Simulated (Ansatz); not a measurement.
# What NaMgBr3 (model cell, started as cubic perovskite with Mg in the octahedra) distorts into, part 2 of 3

Wanted: the energy along a soft mode of NaMgBr3 (model cell, started as cubic perovskite with Mg in the octahedra) and the structure at the end.

Ansatz 0.2.0; DFT PBE, scalar-relativistic, plane waves, PAW.

So far, highest frequency on the path or at a solved wavevector (cm⁻¹): step 2 (response at finite wavevector) 272. Also lowest frequency on the path (cm⁻¹): step 2 -78.9.

The structure was built from a prototype and need not be the compound's stable phase.

## 6. Relaxing from the distorted cell

Starting from the lowest point found, all atoms and the cell are let go, so that strain and other modes of the same symmetry can join in.

input.yaml

```yaml
crystal:
  lattice:
    - [5.3131069714, 5.3131069714, 0.0]
    - [5.3131069714, 0.0, 5.3131069714]
    - [5.3131069714, 0.0, -5.3131069714]
  atoms:
    - { symbol: Na, position: [-0.0798523484, 0.0798523484, 0.0] }
    - { symbol: Na, position: [0.0798523484, 0.4201476516, 0.5] }
    - { symbol: Mg, position: [0.5, 0.25, 0.75] }
    - { symbol: Mg, position: [0.5, 0.75, 0.25] }
    - { symbol: Br, position: [0.5, 0.4957896968, 0.4957896968] }
    - { symbol: Br, position: [0.5, 0.0042103032, 0.0042103032] }
    - { symbol: Br, position: [0.0, 0.0042103032, 0.5042103032] }
    - { symbol: Br, position: [0.0, 0.4957896968, -0.0042103032] }
    - { symbol: Br, position: [0.4915793937, 0.0084206063, 0.5] }
    - { symbol: Br, position: [0.5084206063, 0.4915793937, 0.0] }
kpoints:
  mp_grid: { grid: [4, 4, 4] }
hamiltonian:
  xc: pbe
scf:
  occupations: { method: fixed }
output:
  forces: true
  stress: true
  eigenvalues: true
relax:
  adjacent_minimum: "off"
  f_tol: 0.002
  max_steps: 120
  cell: { stress_tol: 0.03 }
```

Run with:

```
> ansatz run input.yaml --threads 4 --pin off --max-ram 14336MiB --backend cpu --events-out ev --progress --plain --runs-dir out
```

Numbers of over 12 decimals in the logs are rounded to 6 here.

What it wrote:

```text
[...]
Crystal: 10 atoms, lattice volume = 299.969 Å³
Basis set: ecut = 420 eV, 5961 PW (Γ), exchange–correlation on 108×108×108 points (8 copies of the dense FFT grid, shifted against one another)
Bands: 50, of which v1, the nominal top of the filled ones, is band 40 counted from 1 (39 counted from 0)
Symmetry: 8 space group operations
[...]
k-points: 18 of 64
[...]
SCF iter   1: F=—  HF=-23533.388649 eV  |F-HF|=—  |Δ(HF+E_count)|=         —  Δρ=6.19e-4  dr2=2.74e-3  ethr=1.77e-3  ⟨swp⟩=7.1  Hψ=3627  notcnv=0  defer=127
[...]
SCF iter   6: F=-23533.388194 eV  HF=-23533.388194 eV  |F-HF|=3.41e-9  |Δ(HF+E_count)|=   1.48e-7  Δρ=3.18e-6  dr2=1.69e-8  ethr=1.25e-10  ⟨swp⟩=20.0  Hψ=6205  notcnv=0
SCF 1 converged in 6 iterations: F = -23533.388194 eV  dr2 = 1.69e-8
[...]
relax step   1: F+E_penalty+E_count = -23533.38819419 eV  Δ(F+E_penalty+E_count) = +0.000e0 eV  max|allowed force component| = 9.288e-2 eV/Å  Δτ_max = 0.0000 Å  P = +0.307 GPa  Ω = 299.969 Å³  (6 SCF iters, dr2 threshold 1.00e-7 eV, accepted)
Crystal: 10 atoms, lattice volume = 305.605 Å³
Basis set: ecut = 420 eV, 5953 PW (Γ), exchange–correlation on 108×108×108 points (8 copies of the dense FFT grid, shifted against one another)
[...]
iter 1 solved again at ethr=8.75e-5 eV; its pass at ethr=3.10e-3 eV (dr2=7.00e-2 eV) is discarded
[...]
SCF iter   6: F=-23533.423375 eV  HF=-23533.423374 eV  |F-HF|=4.18e-7  |Δ(HF+E_count)|=   9.99e-7  Δρ=5.61e-6  dr2=1.07e-7  ethr=8.66e-10  ⟨swp⟩=14.8  Hψ=5343  notcnv=0
SCF 2 converged in 6 iterations: F = -23533.423375 eV  dr2 = 1.07e-7
relax step   2: F+E_penalty+E_count = -23533.42337472 eV  Δ(F+E_penalty+E_count) = -3.518e-2 eV  max|allowed force component| = 1.054e-1 eV/Å  Δτ_max = 0.0969 Å  P = -0.115 GPa  Ω = 305.605 Å³  energy of the carried Pulay correction = -3.115e-4 eV  (6 SCF iters, dr2 threshold 6.92e-7 eV, accepted)
Crystal: 10 atoms, lattice volume = 311.795 Å³
Basis set: ecut = 420 eV, 6093 PW (Γ), exchange–correlation on 108×108×108 points (8 copies of the dense FFT grid, shifted against one another)
[...]
SCF iter   6: F=-23533.507290 eV  HF=-23533.507288 eV  |F-HF|=2.13e-6  |Δ(HF+E_count)|=   1.54e-5  Δρ=1.03e-5  dr2=4.93e-7  ethr=8.68e-10  ⟨swp⟩=17.3  Hψ=5988  notcnv=0
SCF 3 converged in 6 iterations: F = -23533.507290 eV  dr2 = 4.93e-7
relax step   3: F+E_penalty+E_count = -23533.50729016 eV  Δ(F+E_penalty+E_count) = -8.392e-2 eV  max|allowed force component| = 1.071e-1 eV/Å  Δτ_max = 0.1961 Å  P = -0.340 GPa  Ω = 311.795 Å³  energy of the carried Pulay correction = -6.470e-4 eV  (6 SCF iters, dr2 threshold 6.95e-7 eV, accepted)
[... from here on, the SCF cycles and remarks between the steps are left out ...]
relax step   4: F+E_penalty+E_count = -23533.60520948 eV  Δ(F+E_penalty+E_count) = -9.792e-2 eV  max|allowed force component| = 1.884e-1 eV/Å  Δτ_max = 0.1954 Å  P = -0.381 GPa  Ω = 315.142 Å³  energy of the carried Pulay correction = -8.256e-4 eV  (6 SCF iters, dr2 threshold 9.48e-7 eV, accepted)
relax step   5: F+E_penalty+E_count = -23533.72091130 eV  Δ(F+E_penalty+E_count) = -1.157e-1 eV  max|allowed force component| = 1.382e-1 eV/Å  Δτ_max = 0.1947 Å  P = -0.401 GPa  Ω = 314.988 Å³  energy of the carried Pulay correction = -8.174e-4 eV  (6 SCF iters, dr2 threshold 1.00e-6 eV, accepted)
relax step   6: F+E_penalty+E_count = -23533.85579376 eV  Δ(F+E_penalty+E_count) = -1.349e-1 eV  max|allowed force component| = 7.689e-2 eV/Å  Δτ_max = 0.2000 Å  P = +0.015 GPa  Ω = 302.019 Å³  energy of the carried Pulay correction = -1.140e-4 eV  (6 SCF iters, dr2 threshold 1.00e-6 eV, accepted)
relax step   7: F+E_penalty+E_count = -23533.94477132 eV  Δ(F+E_penalty+E_count) = -8.898e-2 eV  max|allowed force component| = 9.801e-2 eV/Å  Δτ_max = 0.2000 Å  P = -0.035 GPa  Ω = 294.656 Å³  energy of the carried Pulay correction = +2.990e-4 eV  (7 SCF iters, dr2 threshold 3.69e-7 eV, accepted)
relax step   8: F+E_penalty+E_count = -23534.02911010 eV  Δ(F+E_penalty+E_count) = -8.434e-2 eV  max|allowed force component| = 1.313e-1 eV/Å  Δτ_max = 0.1910 Å  P = +0.156 GPa  Ω = 285.809 Å³  energy of the carried Pulay correction = +8.090e-4 eV  (6 SCF iters, dr2 threshold 6.00e-7 eV, accepted)
relax step   9: F+E_penalty+E_count = -23534.14767582 eV  Δ(F+E_penalty+E_count) = -1.186e-1 eV  max|allowed force component| = 1.373e-1 eV/Å  Δτ_max = 0.2000 Å  P = +0.099 GPa  Ω = 280.467 Å³  energy of the carried Pulay correction = +1.124e-3 eV  (6 SCF iters, dr2 threshold 1.00e-6 eV, accepted)
relax step  10: F+E_penalty+E_count = -23534.20310856 eV  Δ(F+E_penalty+E_count) = -5.543e-2 eV  max|allowed force component| = 7.897e-2 eV/Å  Δτ_max = 0.1926 Å  P = +0.038 GPa  Ω = 277.897 Å³  energy of the carried Pulay correction = +1.278e-3 eV  (6 SCF iters, dr2 threshold 1.00e-6 eV, accepted)
relax step  11: F+E_penalty+E_count = -23534.21903364 eV  Δ(F+E_penalty+E_count) = -1.593e-2 eV  max|allowed force component| = 2.244e-2 eV/Å  Δτ_max = 0.0644 Å  P = -0.005 GPa  Ω = 278.460 Å³  energy of the carried Pulay correction = +1.245e-3 eV  (5 SCF iters, dr2 threshold 4.79e-7 eV, accepted)
relax step  12: F+E_penalty+E_count = -23534.22011638 eV  Δ(F+E_penalty+E_count) = -1.083e-3 eV  max|allowed force component| = 1.394e-3 eV/Å  Δτ_max = 0.0157 Å  P = +0.006 GPa  Ω = 278.356 Å³  energy of the carried Pulay correction = +1.251e-3 eV  (5 SCF iters, dr2 threshold 3.15e-8 eV, accepted)
relax step  13: F+E_penalty+E_count = -23534.22011438 eV  Δ(F+E_penalty+E_count) = +1.996e-6 eV  max|allowed force component| = 1.148e-3 eV/Å  Δτ_max = 0.0025 Å  P = +0.004 GPa  Ω = 278.379 Å³  energy of the carried Pulay correction = +1.249e-3 eV  (6 SCF iters, accepted)
Basis set: ecut = 420 eV, 5447 PW (Γ), exchange–correlation on 100×100×100 points (8 copies of the dense FFT grid, shifted against one another)
[...]
SCF iter   1: F=—  HF=-23534.218681 eV  |F-HF|=—  |Δ(HF+E_count)|=         —  Δρ=4.44e-5  dr2=7.29e-7  ethr=8.84e-7  ⟨swp⟩=3.7  Hψ=5655  notcnv=0  defer=144
eigensolver tolerance schedule: the retry pair's looser diagonalisation over-reported the residual by 969.37 of it (diagonalisation noise at 0.38 of the residual, at the tolerance the schedule requests for it); recorded, not acted on — ethr = c·dr2/N_el stays at c = 1.0e-1
[...]
SCF iter   2: F=—  HF=-23534.218677 eV  |F-HF|=—  |Δ(HF+E_count)|=   4.19e-6  Δρ=2.24e-5  dr2=1.79e-7  ethr=9.11e-10  ⟨swp⟩=3.0  Hψ=1833  notcnv=0  defer=143
[...]
SCF iter   5: F=-23534.218678 eV  HF=-23534.218678 eV  |F-HF|=1.82e-11  |Δ(HF+E_count)|=  1.09e-11  Δρ=6.42e-8  dr2=1.13e-11  ethr=1.00e-12  ⟨swp⟩=18.4  Hψ=5890  notcnv=0
SCF 14 converged in 5 iterations: F = -23534.218678 eV  dr2 = 1.13e-11
relax step  14: F+E_penalty+E_count = -23534.21867794 eV  Δ(F+E_penalty+E_count) = +1.436e-3 eV  max|allowed force component| = 1.151e-3 eV/Å  Δτ_max = 0.0000 Å  P = +0.007 GPa  Ω = 278.379 Å³  stress off target by 1.64e-2 GPa  SCF on the basis re-selected at this cell (its energy is not comparable with the rows above)  (5 SCF iters)
basis re-selected at this cell: Δ(F+E_penalty+E_count) = +1.436e-3 eV, ΔP = +0.003 GPa vs the last step (what re-selecting the basis moved, of the pressure what is left beyond the Pulay correction that the steps carried, after the strain that the cell walked since its last selection, with what the two solves' SCF thresholds leave and, on support functions, any second-order correction that the steps lacked; it is no measure of the basis error at this ecutwfc). The dense FFT grid was sized anew with the basis: this SCF ran on 50×50×50 points, the steps before it on 54×54×54, so part of this shift can come from that change (see relax.cell in the input reference). [rest of the remark cut]
SCF converged after 5 iterations
Free energy (F): -23534.218678 eV
[...]
Internal energy: -23534.218678 eV  (E = F + TS)
E sigma→0 (E₀):  -23534.218678 eV
Fermi energy:    2.153928 eV
[...]
--- Forces (eV/Å), atoms counted from 1 ---
  atom   1  Na     0.00000000    -0.00115125     0.00115125
  atom   2  Na     0.00000000     0.00115125    -0.00115125
  atom   3  Mg     0.00000000     0.00000000    -0.00000000
  atom   4  Mg    -0.00000000     0.00000000    -0.00000000
  atom   5  Br     0.00101898    -0.00000000    -0.00000000
  atom   6  Br    -0.00101898     0.00000000    -0.00000000
  atom   7  Br    -0.00101898     0.00000000     0.00000000
  atom   8  Br     0.00101898     0.00000000     0.00000000
  atom   9  Br     0.00000000     0.00099709    -0.00099709
  atom  10  Br     0.00000000    -0.00099709     0.00099709
  max |Σ_I F_I| component: 1.95e-18 eV/Å
--- Stress (GPa, compression-positive) ---
        0.010421      -0.000000      -0.000000
       -0.000000       0.004981      -0.011379
       -0.000000      -0.011379       0.004981
  P = ⅓ Tr σ = 0.0068 GPa (0.068 kbar)
--- Band table (eV; the first three rows and the last of 18) ---
  k-point 0: bands = [... 36 lower, 1.7493, 1.9998, 2.0108, 2.1335, 5.4220, 7.1643, 7.6281, 8.4007, ... 6 higher]
  k-point 1: bands = [... 36 lower, 1.6479, 1.8443, 1.8961, 2.0428, 6.1222, 7.4255, 7.9152, 8.5816, ... 6 higher]
  k-point 2: bands = [... 36 lower, 1.6238, 1.6238, 1.9515, 1.9515, 7.2695, 7.2695, 8.2712, 8.2712, ... 6 higher]
  k-point 17: bands = [... 36 lower, 1.5567, 1.5833, 1.6534, 2.1139, 6.6825, 7.7827, 7.9818, 8.3560, ... 6 higher]
--- Relaxed structure (13 steps of the walk, 13 accepted, 1 SCFs on fresh bases) ---
  F+E_penalty+E_count = -23534.21867794 eV   max|allowed force component| = 1.151e-3 eV/Å   (the final SCF, on the basis selected at the relaxed cell)
  cell:  # Å, volume = 278.3786 Å³
    - [5.168137, 5.191400, 0.135789]
    - [5.168137, 0.135789, 5.191400]
    - [5.168137, -0.135789, -5.191400]
  atoms:
    - { symbol: Na, position: [-0.040709, 0.040709, 0.0] }
    - { symbol: Na, position: [0.040709, 0.459291, 0.5] }
    - { symbol: Mg, position: [0.500000, 0.250000, 0.750000] }
    - { symbol: Mg, position: [0.500000, 0.750000, 0.250000] }
    - { symbol: Br, position: [0.5, 0.432539, 0.432539] }
    - { symbol: Br, position: [0.5, 0.067461, 0.067461] }
    - { symbol: Br, position: [1.734723475976807e-18, 0.067461, 0.567461] }
    - { symbol: Br, position: [-1.734723475976807e-18, 0.432539, -0.067461] }
    - { symbol: Br, position: [0.630939, -0.130939, 0.5] }
    - { symbol: Br, position: [0.369061, 0.630939, 1.6653345369377348e-16] }
```

It took 48 s on 4 threads of Arm Neoverse V2, shared host; peak memory 0.81 GiB; 3.1 min of CPU time.

Relaxation path:

| step | energy less that of the first step (eV) | largest force component (eV/Å) | pressure (GPa) | volume (Å³) |
| --- | --- | --- | --- | --- |
| 1 | 0.0000 | 0.0929 | 0.31 | 299.97 |
| 2 | -0.0352 | 0.1054 | -0.11 | 305.61 |
| 3 | -0.1191 | 0.1071 | -0.34 | 311.79 |
| 4 | -0.2170 | 0.1884 | -0.38 | 315.14 |
| 5 | -0.3327 | 0.1382 | -0.40 | 314.99 |
| 6 | -0.4676 | 0.0769 | 0.02 | 302.02 |
| 7 | -0.5566 | 0.0980 | -0.03 | 294.66 |
| 8 | -0.6409 | 0.1313 | 0.16 | 285.81 |
| 9 | -0.7595 | 0.1373 | 0.10 | 280.47 |
| 10 | -0.8149 | 0.0790 | 0.04 | 277.90 |
| 11 | -0.8308 | 0.0224 | -0.01 | 278.46 |
| 12 | -0.8319 | 0.0014 | 0.01 | 278.36 |
| 13 | -0.8319 | 0.0011 | 0.00 | 278.38 |
| 14* | -0.8305 | 0.0012 | 0.01 | 278.38 |

Relaxation steps marked * repeat the geometry before them on a plane-wave basis chosen anew for their cell, so energy and pressure can jump there.

Forces are held to the 8 operations that the run works with; a distortion that breaks them can't arise in this run.

| conventional cell, symmetrised | before | after | change |
| --- | --- | --- | --- |
| a (Å) | 7.514 | 7.534 | +0.3 % |
| b (Å) | 10.626 | 10.336 | -2.7 % |
| c (Å) | 7.514 | 7.150 | -4.8 % |
| volume (Å³/atom) | 30.00 | 27.84 | -7.2 % |

The atoms that moved most (Å, as changes of fractional coordinates times the final cell):

| atom | dx | dy | dz | length |
| --- | --- | --- | --- | --- |
| Br10 | 0.000 | -0.705 | 0.705 | 0.996 |
| Br9 | 0.000 | 0.705 | -0.705 | 0.996 |
| Br5 | -0.654 | 0.000 | 0.000 | 0.654 |
| Br6 | 0.654 | 0.000 | 0.000 | 0.654 |
| Br7 | 0.654 | 0.000 | 0.000 | 0.654 |
| Br8 | -0.654 | 0.000 | 0.000 | 0.654 |
| Na2 | 0.000 | -0.198 | 0.198 | 0.280 |
| Na1 | 0.000 | 0.198 | -0.198 | 0.280 |

This step gave:

- pressure: 0.006794 GPa
- gap on the k-mesh: 3.268 eV
- volume per atom: 27.84 Å³

The distorted start has space group Imma; the relaxation ends in Imma.

## 7. The new phase in its own primitive cell

The relaxed structure is symmetrised, reduced to its primitive cell and relaxed tightly, as its phonons need.

input.yaml

```yaml
crystal:
  lattice:
    - [-3.7668917517, 5.1681370319, 3.5748570957]
    - [3.7668917517, -5.1681370319, 3.5748570957]
    - [3.7668917517, 5.1681370319, -3.5748570957]
  atoms:
    - { symbol: Na, position: [0.7907091365, 0.0407091365, 0.75] }
    - { symbol: Na, position: [0.2092908635, 0.9592908635, 0.25] }
    - { symbol: Mg, position: [0.0, 0.5, 0.5] }
    - { symbol: Mg, position: [0.5, 0.5, 0.0] }
    - { symbol: Br, position: [0.1825392974, 0.5, 0.1825392974] }
    - { symbol: Br, position: [0.8174607026, 0.5, 0.8174607026] }
    - { symbol: Br, position: [0.8174607026, 0.0, 0.3174607026] }
    - { symbol: Br, position: [0.1825392974, 0.0, 0.6825392974] }
    - { symbol: Br, position: [0.6190610682, 0.3690610682, 0.25] }
    - { symbol: Br, position: [0.3809389318, 0.6309389318, 0.75] }
kpoints:
  mp_grid: { grid: [4, 4, 4] }
hamiltonian:
  xc: pbe
scf:
  occupations: { method: fixed }
output:
  forces: true
  stress: true
  eigenvalues: true
relax:
  adjacent_minimum: "off"
  f_tol: 0.001
  max_steps: 60
  cell: { stress_tol: 0.01 }
```

What it wrote:

```text
[...]
Crystal: 10 atoms, lattice volume = 278.379 Å³
Basis set: ecut = 420 eV, 5447 PW (Γ), exchange–correlation on 100×100×100 points (8 copies of the dense FFT grid, shifted against one another)
Bands: 50, of which v1, the nominal top of the filled ones, is band 40 counted from 1 (39 counted from 0)
Symmetry: 8 space group operations
[...]
k-points: 18 of 64
[...]
- { symbol: Mg, position: [0, 0.5, 0.5] }
    - { symbol: Mg, position: [0.5, 0.5, 0] }
    - { symbol: Br, position: [0.182577, 0.5, 0.182577] }
    - { symbol: Br, position: [0.817423, 0.5, 0.817423] }
    - { symbol: Br, position: [0.817423, -5.551115123125783e-17, 0.317423] }
    - { symbol: Br, position: [0.182577, 2.7755575615628914e-17, 0.682577] }
    - { symbol: Br, position: [0.618972, 0.368972, 0.25] }
    - { symbol: Br, position: [0.381028, 0.631028, 0.750000] }
[key lines of the parts left out:]
SCF converged after 6 iterations
Free energy (F): -23534.218688 eV
Fermi energy:    2.152651 eV
P = ⅓ Tr σ = 0.0005 GPa (0.005 kbar)
```

It took 12 s on 4 threads; peak memory 0.76 GiB.

Little changed from the start: no atom moved by 0.005 Å and no cell edge by 0.1 %.

This step gave:

- pressure: 4.98e-4 GPa
- gap on the k-mesh: 3.267 eV
- direct gap on mesh: 3.286 eV

The largest force component left is 0.49 meV/Å and the pressure is 0.000 GPa, within the tolerances set. The cell now holds 27.84 Å³/atom.

[end of part 2 of 3]

[Logs are printed without paths, hosts, clocks, repeated set-up lines and the standing remarks that a program may print on its own settings, such as how far it seeks lower states.]

[Hosts, paths, dates, database ids (printed as entryN), source tags and the programs' standing remarks are cut or masked in the printed files.]
